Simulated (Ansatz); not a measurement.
# Glassy 56P2O5-28Na2O-16Al2O3 (mol %) (139 atoms): a short ab initio trajectory

How do the atoms of glassy 56P2O5-28Na2O-16Al2O3 (mol %) (139 atoms) move, and what local order do they keep?

Program: Ansatz 0.2.0. Level of theory: Kohn-Sham DFT, r2SCAN, PAW (set soft_2), plane waves. Results are calculated unless marked as measured.

## 1. The structure

The cell holds 139 atoms: 28 P, 14 Na, 8 Al and 89 O. Cell: a = 12.341 Å, b = 12.341 Å, c = 12.341 Å, α = 90.0°, β = 90.0°, γ = 90.0°. 139 atoms (28 P, 14 Na, 8 Al, 89 O) placed at random at 2.53 g/cm³, melted at 4000 K for 10 ps at fixed volume with the Morse and Coulomb pair potential with partial charges (Pedone, Malavasi, Menziani, Cormack and Segre, J. Phys. Chem. B 110, 11780 (2006)). Quenched from 4000 K to 300 K at 200 K/ps and fixed volume, held 10 ps at zero pressure, then minimised at fixed cell.

Before any run, some limits are plain. The quench rate of 200 K/ps is many orders above laboratory rates, so the cell is likely richer in defects and strain than a real sample. The starting topology of bonds comes from the classical model. Sampling is at Γ alone, for a cell whose shortest periodic width is 12 Å.

## 2. Single point at the start

A single point comes first, to see the forces before anything moves.

input.yaml

```yaml
crystal:
  lattice:
    - [12.34054, 0.0, 0.0]
    - [0.0, 12.34054, 0.0]
    - [0.0, 0.0, 12.34054]
  atoms:
    - { symbol: P, position: [0.63221, 0.29062, 0.50316] }
    - { symbol: P, position: [0.14119, 0.70633, 0.59599] }
    - { symbol: P, position: [0.57097, 0.93824, 0.56939] }
    - { symbol: P, position: [0.85897, 0.19631, 0.87804] }
    [... 129 atom lines left out ...]
    - { symbol: O, position: [0.1317, 0.88252, 0.08484] }
    - { symbol: O, position: [0.19306, 0.0312, 0.53844] }
    - { symbol: O, position: [0.96496, 0.18719, 0.80882] }
    - { symbol: O, position: [0.90354, 0.44739, 0.4907] }
    - { symbol: O, position: [0.57016, 0.85195, 0.65716] }
    - { symbol: O, position: [0.00408, 0.03834, 0.68838] }
kpoints:
  mp_grid: { grid: [1, 1, 1] }
hamiltonian:
  xc: r2scan
scf:
  occupations: { method: fixed }
output:
  forces: true
```

Started as:

```bash
$ ansatz run input.yaml --threads 4 --pin off --max-ram 8192MiB --backend cpu --events-out ev --progress --plain --runs-dir out
```

Wall time 65 s (4 threads of Arm Neoverse V2, shared host); peak memory 5.1 GiB; 4.3 min of CPU time.

The run gave:

```
free energy            : -97114.1863 eV
free energy per atom   : -698.6632 eV/atom
SCF cycles             : 11
r.m.s. force component : 1.269 eV/Å
longest force          : 5.798 eV/Å
Fermi energy           : 4.157 eV
```

The r.m.s. force component of 1.3 eV/Å sets the starting point.

Neighbours are counted within 1.98 Å (O-P), 2.83 Å (O-Na), 2.19 Å (O-Al).

Length of the force by element and coordination:

```tsv
element	coordination	atoms	mean length of the force (eV/Å)	spread	least	most
Al	all	8	1.71	0.648	1.03	3.10
Al	4	6	1.82	0.71	1.03	3.10
Al	5	2	1.36	0.109	1.25	1.47
Na	all	14	0.678	0.261	0.343	1.23
Na	3	3	0.568	0.147	0.360	0.686
Na	4	5	0.908	0.284	0.505	1.23
Na	5	5	0.582	0.0703	0.496	0.666
Na	6	1	0.343	0	0.343	0.343
O	all	89	1.46	0.938	0.0452	4.42
O	1	6	1.01	0.205	0.805	1.43
O	2	55	1.53	0.933	0.283	4.13
O	3	22	1.40	1.08	0.0452	4.42
O	4	6	1.51	0.698	0.740	2.74
P	all	28	3.44	1.17	1.20	5.80
```

## 3. Dynamics at 400 K

A Langevin thermostat couples each atom to a heat bath, at the price of damped dynamics. The time step is 1.0 fs.

Changes to input.yaml since step 2:

```diff
@@ -15 +15,8 @@
   forces: true
+md:
+  timestep: 1.0
+  n_steps: 44
+  ensemble: nvt_langevin
+  temperature: 400
+  initial_velocities: maxwell_boltzmann
+  seed: 6736
```

Elapsed: 32 min, on 4 threads; peak memory 5.4 GiB; 2.1 h of CPU time.

The program notes that it switched symmetry off.

The trajectory, sampled:

```tsv
time (fs)	T (K)	potential (meV/atom)
0.0	397	0.0
3.0	398	0.6
6.0	444	-4.9
9.0	511	-13.3
12.0	553	-20.7
15.0	579	-23.2
18.0	521	-18.1
21.0	458	-10.1
23.0	432	-6.2
26.0	401	-4.0
29.0	412	-4.9
32.0	442	-7.8
35.0	468	-11.3
38.0	469	-15.0
41.0	492	-18.6
44.0	475	-20.8
```

Mean square displacement from the first frame to the last: P 0.017 Å², Na 0.049 Å², Al 0.038 Å², O 0.046 Å².

Table of mean square displacement by time lag:

```tsv
time lag (fs)	Al (Å²)	Na (Å²)	O (Å²)	P (Å²)
1.00	4.1e-5	4.2e-5	7.4e-5	4.1e-5
2.00	1.7e-4	1.7e-4	2.9e-4	1.6e-4
3.00	3.7e-4	3.7e-4	6.5e-4	3.6e-4
4.00	6.6e-4	6.5e-4	0.00115	6.4e-4
5.00	0.00102	0.00101	0.00178	9.8e-4
6.00	0.00147	0.00144	0.00254	0.00139
7.00	0.00198	0.00194	0.00340	0.00186
8.00	0.00257	0.00250	0.00437	0.00238
9.00	0.00323	0.00314	0.00543	0.00294
10.00	0.00395	0.00383	0.00657	0.00353
11.00	0.00473	0.00458	0.00778	0.00415
12.00	0.00556	0.00539	0.00905	0.00478
13.00	0.00645	0.00625	0.0104	0.00543
14.00	0.00738	0.00716	0.0117	0.00608
15.00	0.00834	0.00811	0.0131	0.00673
16.00	0.00934	0.00911	0.0145	0.00737
17.00	0.0104	0.0102	0.0158	0.00799
18.00	0.0114	0.0112	0.0172	0.00860
19.00	0.0125	0.0123	0.0186	0.00919
20.00	0.0136	0.0135	0.0199	0.00976
21.00	0.0147	0.0147	0.0213	0.0103
22.00	0.0158	0.0159	0.0226	0.0108
```

Over the second half of 44 fs the temperature averages 448 K, rising from about 421 to 484 K (means over the first and last quarter of that half). From first frame to last Na has the largest mean square displacement, 0.049 Å² at the end; the farthest move is 0.49 Å. The count of bonds goes from 203 in the first frame to 203 in the last, by one set of cutoffs: 4 pairs passed out of them and 4 came within. The run spans 0.04 ps, too short for its means to be equilibrium values.

## 4. Local order late in the run

The g(r) is a mean over the second half; what follows it is taken at the last frame.

Bonds before and after, by the cutoffs listed below:

```tsv
pair	bonds before	bonds after	mean before (Å)	mean after (Å)	spread before (Å)	spread after (Å)
O-P	112	112	1.531	1.558	0.030	0.100
O-Na	57	57	2.440	2.379	0.148	0.169
O-Al	34	34	1.805	1.815	0.075	0.075
```

Density 2.50 g/cm³, 13.52 Å³ an atom.

Mean of 24 frames. Pair distribution functions g(r), in bins of 0.2 Å:

```tsv
r (Å)	total	O-O	O-P	O-Na	O-Al	P-P	P-Na
1.40	0.94	0.00	3.65	0.00	0.00	0.00	0.00
1.60	2.40	0.00	9.19	0.00	0.34	0.00	0.00
1.80	0.90	0.00	0.79	0.00	9.47	0.00	0.00
2.00	0.18	0.00	0.16	0.40	1.17	0.00	0.00
2.20	0.28	0.00	0.00	2.21	0.00	0.00	0.00
2.40	1.02	1.78	0.00	2.15	0.19	0.00	0.00
2.60	1.59	3.46	0.00	1.21	0.00	0.00	0.00
2.80	0.66	1.16	0.08	0.64	0.06	0.24	0.89
3.00	0.78	1.02	0.18	0.78	0.26	1.76	1.12
3.20	0.88	0.75	0.52	0.64	0.30	2.17	1.61
3.40	0.85	0.68	0.91	0.72	0.63	0.34	2.56
3.60	1.06	0.86	1.31	0.82	1.41	0.00	2.76
3.80	1.23	0.82	1.99	0.87	2.25	0.55	1.26
4.00	1.14	0.71	1.89	1.09	1.78	0.89	0.49
4.20	1.05	0.67	1.26	1.25	2.17	1.29	0.60
4.40	1.01	0.97	1.12	1.00	1.10	1.64	0.20
4.60	1.02	1.14	0.78	1.17	0.60	1.20	0.99
4.80	1.09	1.39	0.70	1.17	0.54	1.46	0.69
5.00	1.07	1.39	0.70	1.01	0.76	1.41	1.01
5.20	0.94	1.09	0.87	0.78	0.71	1.07	0.93
5.40	1.01	1.08	0.93	1.05	0.78	1.56	0.98
5.60	0.97	0.92	1.02	1.04	1.02	0.75	1.10
5.80	0.95	0.91	1.03	0.96	0.88	0.68	1.10
6.00	1.01	0.87	1.21	0.99	0.96	0.78	1.33
```

Bonds by pair of elements; cutoffs follow the first minimum of g(r), held within bounds set by covalent radii, and pairs that aren't listed don't count as bonded:

```tsv
pair A-B	cutoff (Å)	bonds	mean length (Å)	spread (Å)	shortest (Å)	B about A	A about B
O-P	2.11	112	1.56	0.1	1.42	1.26	4
O-Na	2.77	57	2.38	0.169	1.97	0.64	4.07
O-Al	2.19	34	1.81	0.075	1.69	0.382	4.25
```

How many atoms have how many bonded neighbours:

```tsv
element	mean	1	2	3	4	5	6
Al	4.25	0	0	0	6	2	0
Na	4.07	0	2	2	4	5	1
O	2.28	5	58	22	4	0	0
P	4	0	0	0	28	0	0
```

Bond angles, per cent of each kind in bins of 5°:

```tsv
angle (°)	O-P-O	O-Na-O	Na-O-P	O-Al-O	Al-O-P
55–60	0.0	3.1	0.0	0.0	0.0
60–65	0.0	4.1	0.0	0.0	0.0
65–70	0.0	4.1	0.0	0.0	0.0
70–75	0.0	2.1	0.0	0.0	0.0
75–80	0.0	3.1	0.0	0.0	0.0
80–85	0.0	5.1	3.4	3.6	0.0
85–90	0.6	9.3	8.5	12.5	0.0
90–95	1.2	10.3	10.2	5.4	0.0
95–100	4.8	11.3	6.8	10.7	0.0
100–105	20.2	8.2	5.1	12.5	0.0
105–110	31.0	6.2	5.1	14.3	0.0
110–115	19.6	7.2	5.1	16.1	0.0
115–120	16.1	4.1	8.5	8.9	2.9
120–125	5.4	3.1	3.4	0.0	2.9
125–130	0.0	1.0	11.9	7.1	8.8
130–135	1.2	3.1	6.8	5.4	8.8
135–140	0.0	4.1	10.2	0.0	17.6
140–145	0.0	2.1	3.4	0.0	17.6
145–150	0.0	1.0	8.5	0.0	8.8
150–155	0.0	2.1	0.0	0.0	14.7
155–160	0.0	2.1	0.0	0.0	2.9
160–165	0.0	2.1	0.0	1.8	5.9
165–170	0.0	1.0	1.7	0.0	5.9
170–175	0.0	0.0	1.7	1.8	0.0
175–180	0.0	0.0	0.0	0.0	2.9
```

Bond angles (no mean is given where the spread exceeds 20°):

```tsv
angle	count	mean (°)	spread (°)
O-P-O	168	109	6.9
O-Na-O	97	-	-
Na-O-P	59	-	-
O-Al-O	56	108	17.6
Al-O-P	34	144	13.1
```

Oxygen atoms by the number of network formers (Si, P, Ge, B, Al, As, Ga) bound to them:

```tsv
network formers bound to O	O atoms	per cent
0	0	0
1	32	36
2	57	64
```

Network units: each former by its oxygen neighbours and how many of them bridge to another former:

```tsv
former	O neighbours	bridging O	atoms
P	4	1	1
P	4	2	8
P	4	3	13
P	4	4	6
Al	4	4	6
Al	5	5	2
```

Bond length by coordination (bonds to H left out):

```tsv
element	coordination	atoms	mean bond length (Å)
Al	4	6	1.79
Al	5	2	1.87
Na	2	2	2.34
Na	3	2	2.28
Na	4	4	2.36
Na	5	5	2.43
Na	6	1	2.35
O	1	5	1.46
O	2	58	1.71
O	3	22	1.99
O	4	4	2.19
```

Rings of the network by King's shortest-path rule, up to 12 atoms, one path for each pair of neighbours; H, halogens, alkali and alkaline-earth atoms are left out, and the last column divides by all other atoms, bonded or not:

```tsv
ring size (atoms)	rings	per network atom
8	5	0.04
10	5	0.04
12	8	0.064
```

First main peaks of g(r), for some of the pairs, lie near 2.5 Å (O-O), 1.5 Å (O-P), 2.3 Å (O-Na), 1.8 Å (O-Al) and 3.1 Å (P-P). By these cutoffs 75 % of Al atoms have 4, 36 % of Na atoms have 5, 65 % of O atoms have 2 and all P atoms have 4 bonded neighbours. The O-P-O angle averages 109° with a spread of 7°. 64 % of the oxygens bridge two formers (P and Al) and 36 % are non-bridging. The commonest P unit has 4 oxygens, 3 of them shared with other formers (13 of 28 atoms). Rings of 12 atoms are the most common (44 % of those counted); sizes run from 8 to 12, where the search stops.

## 5. Single point at the last frame

The last frame is solved again with fuller output, to read the electronic structure of a thermally displaced geometry.

input.yaml

```yaml
crystal:
  lattice:
    - [12.34054, 0.0, 0.0]
    - [0.0, 12.34054, 0.0]
    - [0.0, 0.0, 12.34054]
  atoms:
    - { symbol: P, position: [0.63054, 0.28952, 0.5011] }
    - { symbol: P, position: [0.13627, 0.71298, 0.59831] }
    - { symbol: P, position: [0.57499, 0.93237, 0.56704] }
    - { symbol: P, position: [0.85935, 0.19732, 0.86422] }
    [... 129 atom lines left out ...]
    - { symbol: O, position: [0.13633, 0.89795, 0.08873] }
    - { symbol: O, position: [0.2034, 0.02598, 0.52861] }
    - { symbol: O, position: [0.96756, 0.21273, 0.80579] }
    - { symbol: O, position: [0.89861, 0.44504, 0.49907] }
    - { symbol: O, position: [0.58916, 0.85519, 0.66661] }
    - { symbol: O, position: [0.99242, 0.04198, 0.69272] }
kpoints:
  mp_grid: { grid: [1, 1, 1] }
hamiltonian:
  xc: r2scan
scf:
  occupations: { method: fixed }
output:
  forces: true
  stress: true
  populations: true
  dos:
    method: { smearing: { sigma: 0.1 } }
    de: 0.1
    projected: { site_lists: { Al: [Al], Na: [Na], O: [O], P: [P] } }
  eigenvalues: true
  write_density: true
  write_potential: true
  volumetric_format: npy
```

It took 1.7 min on 4 threads; peak memory 5.4 GiB.

Read from the output:

| Item | Value |
| --- | --- |
| free energy | -97117.0806 eV |
| free energy per atom | -698.6840 eV/atom |
| SCF cycles | 11 |
| pressure | -2.154 GPa |
| r.m.s. force component | 1.098 eV/Å |
| longest force | 6.349 eV/Å |
| Fermi energy | 4.299 eV |
| gap (highest filled to lowest empty level) | 2.51 eV |
| spilling of the projection | 0.01429 |

Neighbours are counted within 2.11 Å (O-P), 2.77 Å (O-Na), 2.19 Å (O-Al), the cutoffs taken from the dynamics.

Length of the force by element and coordination:

```tsv
element	coordination	atoms	mean length of the force (eV/Å)	spread	least	most
Al	all	8	1.35	0.738	0.125	2.45
Al	4	6	1.32	0.849	0.125	2.45
Al	5	2	1.42	0.0948	1.32	1.51
Na	all	14	0.561	0.291	0.232	1.26
Na	2	2	0.561	0.0848	0.476	0.646
Na	3	2	0.488	0.114	0.373	0.602
Na	4	4	0.675	0.372	0.232	1.26
Na	5	5	0.381	0.0566	0.319	0.475
Na	6	1	1.15	0	1.15	1.15
O	all	89	1.35	0.858	0.153	4.68
O	1	5	1.74	0.833	0.681	2.81
O	2	58	1.48	0.920	0.153	4.68
O	3	22	1.05	0.534	0.342	2.24
O	4	4	0.525	0.212	0.248	0.836
P	all	28	2.77	1.14	1.21	6.35
```

Löwdin charges by element and coordination (they lack the spilled electrons, 0.085 e an atom on average):

```tsv
element	coordination	atoms	mean charge (e)	spread	least	most
Al	all	8	1.42	0.0321	1.37	1.45
Al	4	6	1.43	0.0256	1.39	1.45
Al	5	2	1.38	0.0087	1.37	1.39
Na	all	14	0.814	0.0116	0.796	0.834
Na	2	2	0.833	6.0e-4	0.833	0.834
Na	3	2	0.819	4.0e-4	0.819	0.819
Na	4	4	0.812	0.0051	0.805	0.818
Na	5	5	0.810	0.0112	0.796	0.826
Na	6	1	0.797	0	0.797	0.797
O	all	89	-0.833	0.0624	-0.997	-0.727
O	1	5	-0.809	0.0281	-0.838	-0.763
O	2	58	-0.815	0.06	-0.965	-0.727
O	3	22	-0.866	0.0404	-0.924	-0.771
O	4	4	-0.935	0.0499	-0.997	-0.865
P	all	28	2.25	0.0587	2.15	2.35
```

States in the cell by windows of 1 eV, zero at the Fermi level; the larger projections on atomic orbitals stand beside the total:

```tsv
from (eV)	to (eV)	total	O p	P p	O s
-18	-17	0.6	0.0	0.1	0.5
-17	-16	0.0	0.0	0.0	0.0
-16	-15	1.5	0.9	0.2	0.2
-15	-14	5.4	3.2	0.7	0.6
-14	-13	10.2	6.2	1.3	1.1
-13	-12	10.6	6.8	1.7	0.9
-12	-11	10.3	6.7	1.9	0.7
-11	-10	14.6	9.8	1.6	1.0
-10	-9	28.6	20.0	3.7	2.0
-9	-8	34.7	24.6	4.2	3.0
-8	-7	35.2	26.5	3.9	3.1
-7	-6	67.8	56.0	4.6	3.9
-6	-5	71.0	62.2	3.1	2.6
-5	-4	81.8	74.6	2.6	1.7
-4	-3	89.6	84.6	1.7	0.8
-3	-2	51.3	48.9	0.9	0.3
-2	-1	15.3	14.8	0.1	0.0
-1	0	5.2	5.0	0.0	0.0
0	1	0.8	0.8	0.0	0.0
1	2	0.0	0.0	0.0	0.0
2	3	2.0	0.1	0.1	0.5
3	4	8.4	0.9	0.9	1.3
4	5	17.9	2.1	2.7	2.4
```

With fixed occupations the program's Fermi level is the highest filled level; weight inside the gap is the broadening of levels at its edges.

Between -26 and -18 eV lie 261 more states.

The levels nearest the highest filled one (over half full), pooled over k-points and spins:

```tsv
level less the highest filled one (eV)	occupation
-1.63	2
-1.57	2
-1.33	2
-0.755	2
-0.609	2
0	2
2.51	0
3.24	0
3.65	0
3.72	0
3.83	0
4.08	0
```

Mean Löwdin charges: Al +1.42, Na +0.81, O -0.83, P +2.25 e (they miss 1.4 % of the electrons, so they add up to more than the cell's charge).

## 6. Outcome

| Item | Value |
| --- | --- |
| mean temperature, second half | 448.3 K |
| temperature swing, second half | 29.48 K |
| free energy per atom | -698.6840 eV/atom |
| pressure | -2.154 GPa |
| r.m.s. force component | 1.098 eV/Å |
| gap (highest filled to lowest empty level) | 2.51 eV |
| wall time of the 3 DFT runs | 35 min |

**Reading.** Over the second half of 44 fs the temperature averages 448 K, rising from about 421 to 484 K (means over the first and last quarter of that half). The count of bonds goes from 203 in the first frame to 203 in the last, by one set of cutoffs: 4 pairs passed out of them and 4 came within. The run spans 0.04 ps, too short for its means to be equilibrium values. Counting bonds as in the table, 75 % of Al atoms have 4, 36 % of Na atoms have 5, 65 % of O atoms have 2 and all P atoms have 4 bonded neighbours. 64 % of the oxygens bridge two formers (P and Al) and 36 % are non-bridging. Between filled and empty levels lie 2.51 eV (at Γ alone); a semilocal functional tends to put such gaps too low. In a disordered cell it changes from sample to sample, and tail or defect levels can set it.

Caveats: The network of bonds at the start is that of the classical potential that made the cell; in DFT 4 of its 203 bonded pairs passed out of the cutoffs and 4 came within them. The pressure of -2.2 GPa is that of one thermal frame at a volume set beforehand, without the kinetic term.

[Logs are printed without paths, hosts, clocks, repeated set-up lines and the standing remarks that a program may print on its own settings, such as how far it seeks lower states.]

[Hosts, paths, dates, database ids (printed as entryN), source tags and the programs' standing remarks are cut or masked in the printed files.]
